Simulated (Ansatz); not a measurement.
# Al5Au3 (Al on 62 % of the Au sites, one arrangement): core-level shifts, part 3 of 3

Aim: core-level shifts of both metals in Al5Au3 (Al on 62 % of the Au sites, one arrangement), site by site. Spin–orbit coupling is left out of the bands throughout.

Ansatz 0.2.0; DFT, PBE, plane-wave PAW, default files, scalar-relativistic.

So far. Step 3 (Valence states): The largest force component on a free atom is 0.062 eV/Å, so the geometry isn't quite at rest for these settings. At the Fermi level the DOS is 4.77 states/eV a cell, and on the broadened curves Al 3p holds 46 % of the total there.

### 4. Core holes

XPS shifts tell sites apart. Each chosen atom gets a core hole in a self-consistent pass of its own.

The input, input.yaml:

```yaml
crystal:
  lattice:
    - [-4.085828048, 4.085828048, 4.085828048]
    - [4.085828048, -4.085828048, 4.085828048]
    - [4.085828048, 4.085828048, -4.085828048]
  atoms:
    - { symbol: Al, position: [0.0099743683, 0.2521432395, 0.7189332785] }
    - { symbol: Au, position: [-0.0590437917, 0.4833368768, 0.4839944986] }
    - { symbol: Al, position: [0.0155507645, 0.7648714672, 0.2634516243] }
    - { symbol: Al, position: [0.2343800556, -0.0066540612, 0.7521706436] }
    - { symbol: Al_h, position: [-0.0204872304, 0.0064567872, 0.0026062955] }
    - { symbol: Au_h, position: [0.2937786212, 0.2893168785, 0.5089233486] }
    - { symbol: Al, position: [0.263596218, 0.4931396558, 0.2443277611] }
    - { symbol: Al, position: [0.489279274, 0.7438540696, 0.7714555451] }
    - { symbol: Au, position: [0.240214371, 0.7764790867, 0.000648348] }
    - { symbol: Au, position: [0.4645217799, -0.0576779448, 0.5208189918] }
    - { symbol: Al_h, position: [0.4959323424, 0.228897386, 0.2416724285] }
    - { symbol: Al_h, position: [0.7556385254, 0.5180528979, 0.7502923448] }
    - { symbol: Al, position: [0.5000105046, 0.474535039, 0.0007420022] }
    - { symbol: Al, position: [0.7547740386, 0.7673251971, 0.5099412965] }
    - { symbol: Au_h, position: [0.7480963623, -0.044797546, 0.2376138094] }
    - { symbol: Au_h, position: [0.8137837964, 0.3107209705, -0.0075922164] }
kpoints:
  mp_grid: { grid: [6, 6, 6] }
scf:
  occupations: { method: fermi_dirac, width: 0.08 }
  n_extra_bands: 16
hamiltonian:
  xc: pbe
  pseudopotentials: { kind: paw }
output:
  forces: true
  core_levels:
    shells: { Au_h: "4f", Al_h: "2p" }
    counted_from: fermi_level
    add_spin: false
```

Launch:

```bash
$ ansatz run input.yaml --threads 4 --pin off --max-ram 14336MiB --backend cpu --events-out ev --progress --plain --runs-dir out
```

Numbers of over 12 decimals in the logs are rounded to 6 here.

What it wrote:

```text
[...]
Crystal: 16 atoms, lattice volume = 272.835 Å³
Basis set: ecut = 420 eV, 5425 PW (Γ), exchange–correlation on 96×96×96 points (8 copies of the dense FFT grid, shifted against one another)
Bands: 88, of which v1, the nominal top of the filled ones, is band 72 counted from 1 (71 counted from 0)
Symmetry: 1 space group operations
[...]
k-points: 112 of 216 (time reversal used)
[...]
SCF iter   1: F=—  HF=-84274.341581 eV  |F-HF|=—  |Δ(HF+E_count)|=         —  Δρ=2.82e-3  dr2=2.61e-2  ethr=1.77e-3  ⟨swp⟩=6.3  Hψ=38465  notcnv=0  defer=193
[...]
SCF iter   8: F=-84274.345278 eV  HF=-84274.345278 eV  |F-HF|=2.74e-9  |Δ(HF+E_count)|=   2.13e-8  Δρ=1.23e-6  dr2=5.89e-9  ethr=6.94e-11  ⟨swp⟩=9.8  Hψ=35466  notcnv=0
SCF 1 converged in 8 iterations: F = -84274.345278 eV  dr2 = 5.89e-9
[...]
── core hole 1/6: 2p of Al_h 4 ──
── 2p of Al_h 4: 73.322 eV over the cell without the hole, in 9 iterations ──
── core hole 2/6: 4f of Au_h 5 ──
── 4f of Au_h 5: 85.951 eV over the cell without the hole, in 9 iterations ──
── core hole 3/6: 2p of Al_h 10 ──
── 2p of Al_h 10: 73.485 eV over the cell without the hole, in 9 iterations ──
── core hole 4/6: 2p of Al_h 11 ──
── 2p of Al_h 11: 73.457 eV over the cell without the hole, in 9 iterations ──
── core hole 5/6: 4f of Au_h 14 ──
── 4f of Au_h 14: 85.916 eV over the cell without the hole, in 9 iterations ──
── core hole 6/6: 4f of Au_h 15 ──
── 4f of Au_h 15: 85.994 eV over the cell without the hole, in 9 iterations ──
SCF converged after 8 iterations
Free energy (F): -84274.345278 eV
[...]
Internal energy: -84274.239481 eV  (E = F + TS)
E sigma→0 (E₀):  -84274.292379 eV
Entropy (-TS):   -0.105797 eV (-6.612 meV/atom)
Fermi energy:    12.903250 eV
[...]
--- Forces (eV/Å), atoms counted from 1 ---
  atom   1  Al       0.05637769     0.01553348    -0.03600119
  atom   2  Au      -0.01864459    -0.00177900     0.01947521
  atom   3  Al      -0.03621608     0.00032173    -0.00872839
  atom   4  Al       0.03000629     0.02097619     0.00869382
  atom   5  Al_h    -0.04205528    -0.06204808     0.02135568
  atom   6  Au_h    -0.02117059    -0.00411462    -0.05545550
  atom   7  Al      -0.03478940    -0.03627352     0.03412689
  atom   8  Al       0.01125413     0.03471258     0.03773895
  atom   9  Au       0.00172685     0.00510469    -0.00707031
  atom  10  Au       0.00971972     0.02403117     0.00800923
  atom  11  Al_h    -0.00211655    -0.04519912    -0.00217645
  atom  12  Al_h     0.02883286     0.03706709     0.02810154
  atom  13  Al       0.03917368     0.01199291     0.00613139
  atom  14  Al       0.02223963    -0.01718558    -0.04400568
  atom  15  Au_h    -0.02774391     0.02511165     0.01833424
  atom  16  Au_h    -0.01658311    -0.00824081    -0.02852429
  max |Σ_I F_I| component: 1.13e-5 eV/Å
--- Band table (eV; the first three rows and the last of 112) ---
  k-point 0: bands = [... 68 lower, 11.0738, 11.0920, 13.2732, 13.7443, 14.1862, 14.9498, 15.1329, 15.2036, ... 12 higher]
  k-point 1: bands = [... 68 lower, 10.7374, 11.5133, 13.3545, 13.5155, 14.0557, 14.3183, 14.6302, 14.8230, ... 12 higher]
  k-point 2: bands = [... 68 lower, 11.6041, 11.9661, 12.2138, 12.4585, 13.4523, 13.5707, 13.7605, 14.1621, ... 12 higher]
  k-point 111: bands = [... 68 lower, 12.9041, 12.9473, 13.2370, 13.6121, 13.6826, 13.8790, 14.0723, 14.1706, ... 12 higher]
--- Core levels from the Fermi level (as output.core_levels.counted_from types it; a hole's nearest image at 7.1 Å) ---
  the holes have no spin, as output.core_levels.add_spin types it
  atom         alike  shell      binding/eV   shift/eV difference/eV images/eV   SCF
  Al_h 4           1     2p          73.322     +0.000        73.322         –     9
  Au_h 5           1     4f          85.951     +0.000        85.951         –     9
  Al_h 10          1     2p          73.485     +0.162        73.485         –     9
  Al_h 11          1     2p          73.457     +0.135        73.457         –     9
  Au_h 14          1     4f          85.916     -0.035        85.916         –     9
  Au_h 15          1     4f          85.994     +0.042        85.994         –     9
  the dataset of Al_h with a 2p hole: scattering error 0.001 eV (0.004 eV in the local channel); free atom: scalar-relativistic, large and small components
  the two lines of Al_h's 2p: 2p1/2 +0.276 eV and 2p3/2 -0.138 eV off its levels, 1 : 2 in strength
  the dataset of Au_h with a 4f hole: scattering error 0.003 eV; free atom: scalar-relativistic, large and small components
  the two lines of Au_h's 4f: 4f5/2 +2.084 eV and 4f7/2 -1.563 eV off its levels, 3 : 4 in strength
```

It took 12 min on 4 threads of Arm Neoverse V1, shared host; peak memory 2.1 GiB; 49 min of CPU time.

Each level is the free energy with the hole less that without it. The electron goes to the Fermi level, so the difference is a binding energy from E_F. The hole's nearest image is 7.1 Å away, and the holes carry no spin, so absolute levels are rough.

```tsv
atom	region	shell	level (eV)	shift (eV)	j lines (eV)	doubts
Al5	-	2p	73.32	-0.13	73.60 / 73.18	-
Au6	-	4f	85.95	-0.04	88.04 / 84.39	-
Al11	-	2p	73.48	+0.03	73.76 / 73.35	-
Al12	-	2p	73.46	+0.00	73.73 / 73.32	-
Au15	-	4f	85.92	-0.08	88.00 / 84.35	-
Au16	-	4f	85.99	+0.00	88.08 / 84.43	-
```

Levels of p, d and f shells are means over their two j lines, weighted by degeneracy; the splitting comes from the atom's own solve. Shifts count from the last listed atom of each element.

The Al 2p lines of the listed atoms alone (other atoms of the cell aren't counted), as Gaussians 0.8 eV wide, no depth weighting. The intensity by Al 2p level; read off at these points:

```tsv
Al 2p level (eV)	intensity (%)
71.8	0.00862
71.9	0.0283
72.0	0.0852
72.1	0.237
72.2	0.606
72.3	1.43
72.4	3.10
72.5	6.20
72.6	11.4
72.7	19.5
72.8	30.7
72.9	44.8
73.0	60.6
73.1	76.0
73.2	89.0
73.3	97.4
73.4	100.0
73.5	96.7
73.6	88.3
73.7	76.5
73.8	62.7
73.9	48.7
74.0	35.7
74.1	24.7
74.2	16.0
74.3	9.65
74.4	5.42
74.5	2.83
74.6	1.36
74.7	0.608
74.8	0.249
74.9	0.0943
75.0	0.0329
75.1	0.0105
75.2	0.00308
```

The Au 4f lines of the listed atoms alone (other atoms of the cell aren't counted), as Gaussians 0.5 eV wide, no depth weighting. The intensity by Au 4f level; read off at these points:

```tsv
Au 4f level (eV)	intensity (%)
83.40	0.00246
83.60	0.116
83.80	2.30
84.00	19.2
84.20	67.5
84.40	100.0
84.60	62.2
84.80	16.3
85.00	1.80
85.20	0.0841
85.40	0.00165
85.60	0
85.80	0
86.00	0
86.20	0
86.40	0
86.60	0
86.80	0
87.00	6.5e-4
87.20	0.0379
87.40	0.922
87.60	9.43
87.80	40.7
88.00	73.9
88.03	75.0
88.20	56.5
88.40	18.1
88.60	2.46
88.80	0.141
89.00	0.00339
```

### 5. What came out

```yaml
spread_of_the_al_level_over_the_listed_sites: 0.16 eV
spread_of_the_au_level_over_the_listed_sites: 0.08 eV
strongest_listed_peak_within_13_ev_of_the_zero_at_1486p7_ev: 5.0 eV binding, mostly Au 5d
strongest_listed_peak_within_13_ev_of_the_zero_at_21p2_ev: 5.0 eV binding, mostly Au 5d
au_5d_centre_of_the_filled_part: -5.28 eV (9.6 states an atom)
```

**Reading.** Over the listed sites the core levels spread as follows: Al 0.16 eV and Au 0.08 eV. Among the sites run, the most bound Al 2p level is that of Al11, bonded to 6 Al and 4 Au; the least bound, 0.16 eV shallower, that of Al5, bonded to 8 Al and 4 Au. At 21.2 eV the valence spectrum has its highest listed peaks within 10.8 eV at 5.0 eV (Au 5d) and 5.8 eV (Au 5d). At 1486.7 eV the valence spectrum has its highest listed peaks within 12.4 eV at 5.0 eV (Au 5d) and 5.8 eV (Au 5d). The shell named is the one with most of the intensity, cross sections included, not always the one with most states there. Semilocal functionals put filled localised shells such as Au 5d too near the top of the filled states. Spin–orbit coupling is left out, which matters for the heavy atoms here. Shifts mix charge transfer, volume and screening, so their sign doesn't give the direction of charge flow by itself.

[Logs are printed without paths, hosts, clocks, repeated set-up lines and the standing remarks that a program may print on its own settings, such as how far it seeks lower states.]

[Hosts, paths, dates, database ids (printed as entryN), source tags and the programs' standing remarks are cut or masked in the printed files.]

[Maps of the electrostatic potential energy from Ansatz leave out the sawtooth potential of an applied field or a dipole correction, so their vacuum need not be flat; work functions include it.]
